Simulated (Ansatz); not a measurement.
# CrSi2P4 monolayer in a perpendicular field, part 2 of 2

What dipole does a perpendicular field induce in the CrSi2P4 monolayer, and does the gap follow? A positive field points along +c.

Ansatz 0.2.0; plane-wave DFT, PBE-D3(BJ), Ansatz PAW (set soft_1); PAW set soft_1.

So far. Step 2 (Relaxing the slab): The lattice constant a goes from 3.480 to 3.367 Å.

## (3) Single point, field 0

A sawtooth potential applies the field, turning back in the middle of the vacuum. With the dipole correction the typed value is the field outside the slab. The induced dipole is small, so the SCF threshold is tight.

The cell differs from the one that the last finished run ended in (c 46.552 → 27.259 Å).

input.yaml reads:

```yaml
crystal:
  lattice:
    - [3.3669527518, 0.0, 0.0]
    - [-1.6834763759, 2.9158666164, 0.0]
    - [0.0, 0.0, 27.2586158807]
  atoms:
    - { symbol: P, position: [0.0, 0.0, 0.3301708362] }
    - { symbol: Si, position: [0.3333333333, 0.6666666667, 0.3693496334] }
    - { symbol: P, position: [0.3333333333, 0.6666666667, 0.4518045095] }
    - { symbol: Cr, position: [0.0, 0.0, 0.5] }
    - { symbol: P, position: [0.3333333333, 0.6666666667, 0.5481954905] }
    - { symbol: Si, position: [0.3333333333, 0.6666666667, 0.6306503666] }
    - { symbol: P, position: [0.0, 0.0, 0.6698291638] }
kpoints:
  mp_grid: { grid: [18, 18, 1] }
  band_path:
    path: [[0, 0, 0], [0.5, 0, 0], [0.33333333, 0.33333333, 0], [0, 0, 0]]
    npoints: 16
hamiltonian:
  xc: pbe
  dispersion: d3bj
  pseudopotentials: { kind: paw, azcp: { folder: soft_1 } }
scf:
  occupations: { method: fermi_dirac, width: 0.02585 }
  convergence: { dr2_threshold: 1.0e-10 }
efield:
  axis: 3
  dipole_correction: true
  ramp_position: 0.97
  ramp_width: 0.06
  amplitude: 0
output:
  dos: { projected: true, e_range: [-6, 5] }
  write_potential: true
  write_density: true
  volumetric_format: npy
  elf: true
```

Run with:

```bash
$ ansatz run input.yaml --threads 2 --pin off --max-ram 3072MiB --backend cpu --events-out ev --progress --plain --runs-dir out
```

Numbers of over 12 decimals in the logs are rounded to 6 here.

What it wrote:

```text
[...]
Crystal: 7 atoms, lattice volume = 267.614 Å³
Basis set: ecut = 420 eV, 5287 PW (Γ)
Bands: 28, of which v1, the nominal top of the filled ones, is band 21 counted from 1 (20 counted from 0)
Symmetry: 6 space group operations
k-points: 37 of 324 (time reversal used)
[...]
SCF iter   1: F=—  HF=-7679.659214 eV  |F-HF|=—  |Δ(HF+E_count)|=         —  Δρ=9.08e-2  dr2=2.64e1  ethr=3.10e-3  p=0.000 e·Å  D=4.13e-14 V/Å  ΔV_dip=-0.00 eV  dr2_dipole=7.44e-9  V_vac-E_F(+/−)=5.36/5.36 eV  ⟨swp⟩=12.3  Hψ=7801  notcnv=0
efield: sawtooth ramp at fractional position 0.9700 (set: `efield.ramp_position`, or a place that a band, a saddle search or an elastic batch's reference lends), width 0.0600; the density the first Hamiltonian is built on has a dipole p = 0.000 e·Å; the dipole correction subtracts the counter field D = 4.13e-14 V/Å, which shifts the + side's vacuum level by -0.00 eV against the − side's; the planar-averaged density in the ramp window peaks in size at 6.8e-6 e/Å³
[...]
SCF iter   2: F=—  HF=-7728.946446 eV  |F-HF|=—  |Δ(HF+E_count)|=    4.93e1  Δρ=3.24e-1  dr2=7.94e2  ethr=3.10e-3  p=0.000 e·Å  D=5.02e-5 V/Å  ΔV_dip=-0.00 eV  dr2_dipole=1.64e-5  V_vac-E_F(+/−)=8.60/8.60 eV  ⟨swp⟩=6.1  Hψ=4262  notcnv=0  defer=80  recentre
[...]
SCF iter  17: F=-7675.950391 eV  HF=-7675.950391 eV  |F-HF|=9.73e-11  |Δ(HF+E_count)|=  1.00e-11  Δρ=1.79e-7  dr2=8.79e-11  ethr=1.00e-12  p=-0.000 e·Å  D=-1.31e-7 V/Å  ΔV_dip=0.00 eV  dr2_dipole=2.84e-12  V_vac-E_F(+/−)=5.19/5.19 eV  ⟨swp⟩=13.4  Hψ=5353  notcnv=0
SCF 1 converged in 17 iterations: F = -7675.950391 eV  dr2 = 8.79e-11
[...]
NSCF: frozen V_eff on 49 k-points
efield: sawtooth ramp at fractional position 0.9700 (kept from the solve that this one continues, or follows in the run), width 0.0600; the density the first Hamiltonian is built on has a dipole p = -0.000 e·Å; the dipole correction subtracts the counter field D = -1.31e-7 V/Å, which shifts the + side's vacuum level by +0.00 eV against the − side's; the planar-averaged density in the ramp window peaks in size at 7.0e-6 e/Å³
WARN: The output density's exchange-correlation potential varies sharply where the density is thin. Do not read a vacuum level from v_tot or v_xc, or from such a field of the output density. On a cell that repeats whose density bears no net charge and no dipole along the vacuum's axis use v_es (v_loc + v_h of the components); under efield.dipole_correction with no amplitude use v_es + v_field, which holds any externa [...]
SCF converged after 17 iterations
Free energy (F): -7675.950391 eV
[...]
Internal energy: -7675.950385 eV  (E = F + TS)
E sigma→0 (E₀):  -7675.950388 eV
Entropy (-TS):   -0.000006 eV (-0.001 meV/atom)
Fermi energy:    0.968015 eV
Dipole field:    D = 0.000002 V/Å  (p = 0.000003 e·Å, saw-weighted, corrected)
Work function:   Φ+ = 5.1944 eV   Φ− = 5.1945 eV
Levels:          The Fermi level and band energies are counted from a zero that moves with the ramp; work functions are not
[...]
--- Band table (eV; the first three rows and the last of 37) ---
  k-point 0: bands = [... 17 lower, 0.3631, 0.4084, 0.4084, 0.7251, 3.6145, 3.6145, 3.7858, 3.7858, ... 3 higher]
  k-point 1: bands = [... 17 lower, 0.1839, 0.2595, 0.3140, 0.7394, 3.4618, 3.5974, 3.6697, 3.7551, ... 3 higher]
  k-point 2: bands = [... 17 lower, -0.0029, 0.0579, 0.0827, 0.7079, 3.1218, 3.1738, 3.6080, 3.7917, ... 3 higher]
  k-point 36: bands = [... 17 lower, -1.8763, -0.7933, -0.1773, 0.6356, 1.1626, 1.9409, 2.0578, 2.8883, ... 3 higher]
```

Elapsed: 39 s, on 2 threads of Arm Neoverse V1, shared host; peak memory 0.63 GiB.

In the SCF lines HF is the Harris–Foulkes energy and dr2 the Hartree energy of the density residual, in eV; the loop may stop once dr2 is under the threshold and the program's other checks hold. Hψ counts applications of the Hamiltonian.

Numbers from this step:

| Property | Result |
| --- | --- |
| dipole along the normal | 2.70e-6 e·Å |
| gap along the path | 0.4238 eV |
| smallest direct gap along the path | 0.5270 eV |
| ionisation energy, upper face | 5.424 eV |
| electron affinity, upper face | 5.000 eV |
| gap, the smaller of path and mesh | 0.4232 eV |

Running mean over a fixed 2.7 Å (it still follows the layers) of the planar mean; the ramp of the sawtooth is left out. Electron's electrostatic potential energy less the Fermi level against z:

| z (Å) | electron's electrostatic potential energy less the Fermi level (eV) |
| --- | --- |
| 3.5 | 5.19 |
| 4.0 | 5.19 |
| 4.5 | 5.19 |
| 5.0 | 5.19 |
| 5.5 | 5.18 |
| 6.0 | 5.15 |
| 6.5 | 4.99 |
| 7.0 | 4.29 |
| 7.5 | 2.24 |
| 8.0 | -0.670 |
| 8.5 | -3.63 |
| 9.0 | -6.04 |
| 9.5 | -7.49 |
| 10.0 | -6.85 |
| 10.5 | -5.37 |
| 11.0 | -4.70 |
| 11.5 | -4.53 |
| 12.0 | -4.74 |
| 12.5 | -6.13 |
| 13.0 | -7.66 |
| 13.5 | -8.17 |
| 14.0 | -8.04 |
| 14.5 | -7.02 |
| 15.0 | -5.33 |
| 15.5 | -4.53 |
| 16.0 | -4.58 |
| 16.5 | -4.95 |
| 17.0 | -6.02 |
| 17.5 | -7.40 |
| 18.0 | -7.01 |
| 18.5 | -4.93 |
| 19.0 | -2.25 |
| 19.5 | 0.776 |
| 20.0 | 3.41 |
| 20.5 | 4.75 |
| 21.0 | 5.09 |
| 21.5 | 5.17 |
| 22.0 | 5.19 |
| 22.5 | 5.19 |
| 23.0 | 5.19 |
| 23.5 | 5.19 |
| 24.0 | 5.19 |

The density of states has structure finer than the step of the table below, so its rows give means over 0.25 eV, whole bins alone (the curve runs from -6 to 2.19 eV). Peaks (eV: height): -5.310: 8.84, -2.360: 8.15, -2.170: 9.43, -1.890: 9.04, -1.750: 10.5, 0.810: 9.05, 1.800: 9.60.

The density of states by energy, zero at the Fermi level of the run, which the smearing sets inside the gap; means over each step:

| energy (eV) | density of states (states/eV a cell) |
| --- | --- |
| -5.75 | 0.433 |
| -5.50 | 3.42 |
| -5.25 | 4.79 |
| -5.00 | 3.58 |
| -4.75 | 1.86 |
| -4.50 | 2.81 |
| -4.25 | 4.46 |
| -4.00 | 2.22 |
| -3.75 | 3.71 |
| -3.50 | 2.65 |
| -3.25 | 3.90 |
| -3.00 | 5.04 |
| -2.75 | 5.90 |
| -2.50 | 5.34 |
| -2.25 | 6.32 |
| -2.00 | 5.55 |
| -1.75 | 7.45 |
| -1.50 | 6.71 |
| -1.25 | 3.91 |
| -1.00 | 3.06 |
| -0.75 | 4.48 |
| -0.50 | 2.20 |
| -0.25 | 0.995 |
| 0.00 | 0 |
| 0.25 | 0.669 |
| 0.50 | 1.66 |
| 0.75 | 3.80 |
| 1.00 | 3.63 |
| 1.25 | 2.64 |
| 1.50 | 2.50 |
| 1.75 | 5.69 |
| 2.00 | 3.87 |

Projected DOS per atom over height of the atomic layer and energy from the Fermi level. Layers: P Si P Cr P Si P from below.

Ten even steps from '0' (0.00 states/eV) to '9' (2.86 states/eV), each cell a mean:
```
1114111
1114111
0014100
0019100
0005000
0000000
0002000
0008000
1015101
3024203
4137314
2125212
3123213
3132313
2112112
1111111
1111111
1121211
0010100
1121211
1121211
0000000
```
Columns: height of the atomic layer (Å) from 9 to 18.3 (not evenly spaced); rows upwards: energy from the Fermi level (eV) from -5.96 to 2.14.

The electronic bands at the labelled points (eV, zero at the Fermi level of the run, which the smearing sets inside the gap):

| point | band 18 | band 19 | band 20 | band 21 | band 22 | band 23 | band 24 | band 25 |
| --- | --- | --- | --- | --- | --- | --- | --- | --- |
| Γ | -0.60 | -0.56 | -0.56 | -0.24 | 2.65 | 2.65 | 2.82 | 2.82 |
| halfway | -1.66 | -1.52 | -1.29 | -0.64 | 1.29 | 1.72 | 1.84 | 2.40 |
| M | -2.04 | -1.87 | -1.10 | -1.10 | 0.75 | 0.78 | 1.47 | 1.58 |
| halfway | -2.46 | -1.90 | -1.44 | -0.61 | 0.41 | 0.78 | 1.62 | 2.20 |
| K | -2.84 | -1.76 | -1.15 | -0.33 | 0.19 | 0.97 | 1.09 | 1.92 |
| halfway | -1.94 | -1.76 | -1.27 | -0.72 | 1.18 | 1.35 | 1.77 | 2.84 |
| Γ | -0.60 | -0.56 | -0.56 | -0.24 | 2.65 | 2.65 | 2.82 | 2.82 |

Electrostatic potential energy in the ca plane at fractional y = 0.667, with atoms of Si and P within 0.2 Å of it. With pseudopotentials it is smooth inside the atoms' cores, unlike the true potential.

Values in eV, 5 rows by 16 columns, each cell a mean:
```
  6   6   6   6   6   6   4  -4   0   3   4  -1  -5   3   4   2
  6   6   6   6   6   6   4  -1  -4   1   0  -2  -2  -2   2  -3
  6   6   6   6   6   6   5  -2 -27 -14 -28 -23  -6 -37 -11 -26
  6   6   6   6   6   6   5  -3 -25 -18 -34 -30  -9 -44 -15 -24
  6   6   6   6   6   6   5   0 -13  -4  -8  -7  -2 -13  -1 -12
```
Columns run along c (16.0 Å, from fractional 0.06 to 0.64 of the cell; values clipped at the 3rd and 97th percentile), rows up along a (3.4 Å). Atoms in or near the plane, at fractional coordinates: Si at (0.37, 0.33), P at (0.45, 0.33), P at (0.55, 0.33), Si at (0.63, 0.33).

Valence density in the ca plane at fractional y = 0.667, with atoms of Si and P within 0.2 Å of it. It is the smooth field of the valence electrons, not physical close to the nuclei.

Ten even steps from '0' (0.00 e/Å³) to '9' (0.77 e/Å³), each cell a mean:
```
00000000023454321011223343322110123454310000
00000000023554311001122343221100123454310000
00000000013455421112344333443211124554210000
00000000012356533335676434676533345653110000
00000000001244335678678546876875433542100000
00000000001233226898237646733898522332100000
00000000001244235788458646854887532442100000
00000000001355444457787535887654445553100000
00000000012455432223555434554322234554210000
```
Columns run along c (16.0 Å, from fractional 0.18 to 0.77 of the cell), rows up along a (3.4 Å). Atoms in or near the plane, at fractional coordinates: Si at (0.37, 0.33), P at (0.45, 0.33), P at (0.55, 0.33), Si at (0.63, 0.33).

ELF in the ca plane at fractional y = 0.667, with atoms of Si and P within 0.2 Å of it. It is the smooth field of the valence electrons, not physical close to the nuclei.

Values, 5 rows by 16 columns, each cell a mean:
```
0.00 0.00 0.00 0.00 0.01 0.16 0.64 0.69 0.56 0.15 0.24 0.22 0.12 0.32 0.12 0.35
0.00 0.00 0.00 0.00 0.00 0.08 0.45 0.67 0.69 0.34 0.51 0.49 0.26 0.63 0.35 0.51
0.00 0.00 0.00 0.00 0.00 0.01 0.08 0.37 0.48 0.71 0.58 0.57 0.49 0.46 0.80 0.51
0.00 0.00 0.00 0.00 0.00 0.01 0.04 0.28 0.38 0.76 0.49 0.42 0.48 0.22 0.85 0.51
0.00 0.00 0.00 0.00 0.00 0.05 0.29 0.59 0.69 0.52 0.65 0.64 0.39 0.74 0.57 0.56
```
Columns run along c (16.0 Å, from fractional 0.06 to 0.64 of the cell), rows up along a (3.4 Å). Atoms in or near the plane, at fractional coordinates: Si at (0.37, 0.33), P at (0.45, 0.33), P at (0.55, 0.33), Si at (0.63, 0.33).

The gap is 0.42 eV, with the valence edge 5.42 eV and the conduction edge 5.00 eV under the upper vacuum level.

## (4) Atoms held, field 0.1 V/Å

Edit input.yaml of step 3 so:

```diff
@@ -28,7 +28,6 @@
   dipole_correction: true
-  ramp_position: 0.97
-  ramp_width: 0.06
-  amplitude: 0
+  ramp_position: 0.9549
+  ramp_width: 0.0902
+  amplitude: 0.1
 output:
-  dos: { projected: true, e_range: [-6, 5] }
   write_potential: true
@@ -36,2 +35 @@
   volumetric_format: npy
-  elf: true
```

What it wrote:

```text
[...]
Crystal: 7 atoms, lattice volume = 267.614 Å³
Basis set: ecut = 420 eV, 5287 PW (Γ)
Bands: 28, of which v1, the nominal top of the filled ones, is band 21 counted from 1 (20 counted from 0)
Symmetry: 6 space group operations
k-points: 37 of 324 (time reversal used)
[...]
k-point 0: bands = [... 17 lower, 0.3520, 0.4188, 0.4188, 0.7249, 3.6135, 3.6135, 3.7860, 3.7860, ... 3 higher]
  k-point 1: bands = [... 17 lower, 0.1850, 0.2501, 0.3229, 0.7393, 3.4603, 3.5978, 3.6683, 3.7557, ... 3 higher]
  k-point 2: bands = [... 17 lower, -0.0087, 0.0574, 0.0881, 0.7078, 3.1184, 3.1761, 3.6073, 3.7916, ... 3 higher]
  k-point 36: bands = [... 17 lower, -1.8766, -0.7945, -0.1766, 0.6352, 1.1623, 1.9405, 2.0571, 2.8882, ... 3 higher]
[key lines of the parts left out:]
SCF converged after 18 iterations
Free energy (F): -7675.953421 eV
Fermi energy:    0.967773 eV
Dipole field:    D = 0.040985 V/Å  (p = 0.060614 e·Å, saw-weighted, corrected)
```

Wall time 41 s (2 threads); peak memory 0.61 GiB.

The dipole is 0.0606 e·Å, and the gap 0.423 eV.

## (5) Atoms held, field -0.1 V/Å

Edit input.yaml of step 4 so:

```diff
@@ -30,3 +30,3 @@
   ramp_width: 0.0902
-  amplitude: 0.1
+  amplitude: -0.1
 output:
```

What it wrote:

```text
[...]
Crystal: 7 atoms, lattice volume = 267.614 Å³
Basis set: ecut = 420 eV, 5287 PW (Γ)
Bands: 28, of which v1, the nominal top of the filled ones, is band 21 counted from 1 (20 counted from 0)
Symmetry: 6 space group operations
k-points: 37 of 324 (time reversal used)
[...]
k-point 0: bands = [... 17 lower, 0.3520, 0.4188, 0.4188, 0.7249, 3.6134, 3.6134, 3.7860, 3.7860, ... 3 higher]
  k-point 1: bands = [... 17 lower, 0.1850, 0.2501, 0.3229, 0.7393, 3.4603, 3.5978, 3.6683, 3.7557, ... 3 higher]
  k-point 2: bands = [... 17 lower, -0.0087, 0.0574, 0.0880, 0.7078, 3.1184, 3.1761, 3.6073, 3.7916, ... 3 higher]
  k-point 36: bands = [... 17 lower, -1.8766, -0.7945, -0.1766, 0.6352, 1.1623, 1.9405, 2.0571, 2.8882, ... 3 higher]
[key lines of the parts left out:]
SCF converged after 19 iterations
Free energy (F): -7675.953421 eV
Fermi energy:    0.967769 eV
Dipole field:    D = -0.040986 V/Å  (p = -0.060615 e·Å, saw-weighted, corrected)
```

It took 40 s on 2 threads; peak memory 0.61 GiB; 80 s of CPU time.

The dipole is -0.0606 e·Å, and the gap 0.423 eV.

## (6) Response, atoms held

This step: plane-wave DFT, PBE-D3(BJ), Ansatz PAW (set soft_1); response to a field along the normal, atoms held; PAW set soft_1 (Ansatz 0.2.0).

The dipoles give the slope, and the difference of two potentials shows where the field is screened.

Numbers from this step:

| Property | Result |
| --- | --- |
| equivalent conductor thickness p/(ε₀AE) | 11.17 Å |
| distance between the outer atoms | 9.259 Å |

Table of dipole of the cell by applied field:

| applied field (V/Å) | dipole of the cell (e·Å) |
| --- | --- |
| -0.1000 | -0.0606 |
| 0.0000 | 2.7e-6 |
| 0.1000 | 0.0606 |

Local field over the applied field, running mean. From the potentials at -0.1 and 0.1 V/Å; running mean over 2.5 Å. Table of local field over applied field by z:

| z (Å) | local field over applied field |
| --- | --- |
| 5 | 0.995 |
| 6 | 0.960 |
| 7 | 0.779 |
| 8 | 0.431 |
| 9 | 0.122 |
| 10 | 0.0611 |
| 11 | 0.0855 |
| 12 | 0.0676 |
| 13 | 0.0424 |
| 14 | 0.0348 |
| 15 | 0.0591 |
| 16 | 0.0894 |
| 17 | 0.0641 |
| 18 | 0.0831 |
| 19 | 0.338 |
| 20 | 0.695 |
| 21 | 0.934 |
| 22 | 0.991 |
| 23 | 0.999 |

The induced electron density oscillates, so the rows of the table below give means over windows of 0.5 Å about each position, cut where the curve ends. Its maxima inside the range that stand out by 2 % of the span (Å: e/Å³ per V/Å): 7.95: 0.00372, 9.37: 8.5e-4, 11.07: 5.0e-4, 12.21: 9.0e-4, 14.34: 4.5e-4, 15.62: 1.2e-4, 17.04: 0.00145, 18.31: -3.7e-4. Its minima: 8.94: 3.7e-4, 10.22: -0.00145, 11.64: -1.2e-4, 12.92: -4.5e-4, 15.05: -9.0e-4, 16.18: -4.9e-4, 17.89: -8.5e-4, 19.31: -0.00372.

Electrons, planar mean, per unit field. The induced electron density by z; means over each step:

| z (Å) | induced electron density (e/Å³ per V/Å) |
| --- | --- |
| 4.5 | 7.1e-6 |
| 5.0 | 2.2e-5 |
| 5.5 | 6.9e-5 |
| 6.0 | 2.0e-4 |
| 6.5 | 5.4e-4 |
| 7.0 | 0.00132 |
| 7.5 | 0.00273 |
| 8.0 | 0.00353 |
| 8.5 | 0.00178 |
| 9.0 | 5.4e-4 |
| 9.5 | 5.1e-4 |
| 10.0 | -0.00104 |
| 10.5 | -6.5e-4 |
| 11.0 | 4.0e-4 |
| 11.5 | 5.1e-5 |
| 12.0 | 4.5e-4 |
| 12.5 | 4.9e-4 |
| 13.0 | -3.5e-4 |
| 13.5 | -8.2e-5 |
| 14.0 | 2.5e-4 |
| 14.5 | 8.8e-5 |
| 15.0 | -7.5e-4 |
| 15.5 | -7.2e-5 |
| 16.0 | -2.9e-4 |
| 16.5 | -9.9e-5 |
| 17.0 | 0.00121 |
| 17.5 | 2.8e-4 |
| 18.0 | -7.0e-4 |
| 18.5 | -7.8e-4 |
| 19.0 | -0.00292 |
| 19.5 | -0.00337 |
| 20.0 | -0.00199 |
| 20.5 | -8.8e-4 |
| 21.0 | -3.3e-4 |
| 21.5 | -1.2e-4 |
| 22.0 | -4.0e-5 |
| 22.5 | -1.3e-5 |
| 23.0 | -4.5e-6 |

The smaller of the gaps on the path and on the k-mesh, counted as 0 under 0.03 eV. The gap stays at 0.423 eV for applied field from -0.1 to 0.1 V/Å.

By hand: between -0.1 and 0.1 V/Å the dipole changes by 0.1212 e·Å, a slope of 0.6061 e·Å²/V. A perfect conductor of thickness t has p = ε₀AEt, so t = 180.95 × 0.6061 / 9.818 = 11.17 Å (e/ε₀ = 180.95 V·Å, A in Å²).

The induced dipole is that of a conductor 11.17 Å thick.

## (7) Outcome

| Item | Value |
| --- | --- |
| gap without field | 0.423 eV |
| ionisation energy, upper face | 5.42 eV |
| electron affinity, upper face | 5.00 eV |
| equivalent conductor thickness, atoms held | 11.2 Å |

In words: The induced dipole equals that of a perfect conductor 11.17 Å thick, while the outer atoms lie 9.26 Å apart; an out-of-plane ε follows only once a thickness t is chosen, by 1 − 1/ε = 11.17 Å / t. The gap stays within 0.01 eV of 0.42 eV over the fields run, up to 0.1 V/Å in size. Semilocal functionals give gaps that are too small, and excitons are not included. The first relaxation ran with spin and lost its moment, and the later runs have none; other magnetic states were not tried. The outer anions sit over the metal atoms, one of several polytypes of such layers and not the lowest for every compound.

[Logs are printed without paths, hosts, clocks, repeated set-up lines and the standing remarks that a program may print on its own settings, such as how far it seeks lower states.]

[Hosts, paths, dates, database ids (printed as entryN), source tags and the programs' standing remarks are cut or masked in the printed files.]

[Maps of the electrostatic potential energy from Ansatz leave out the sawtooth potential of an applied field or a dipole correction, so their vacuum need not be flat; planar profiles and work functions include it.]
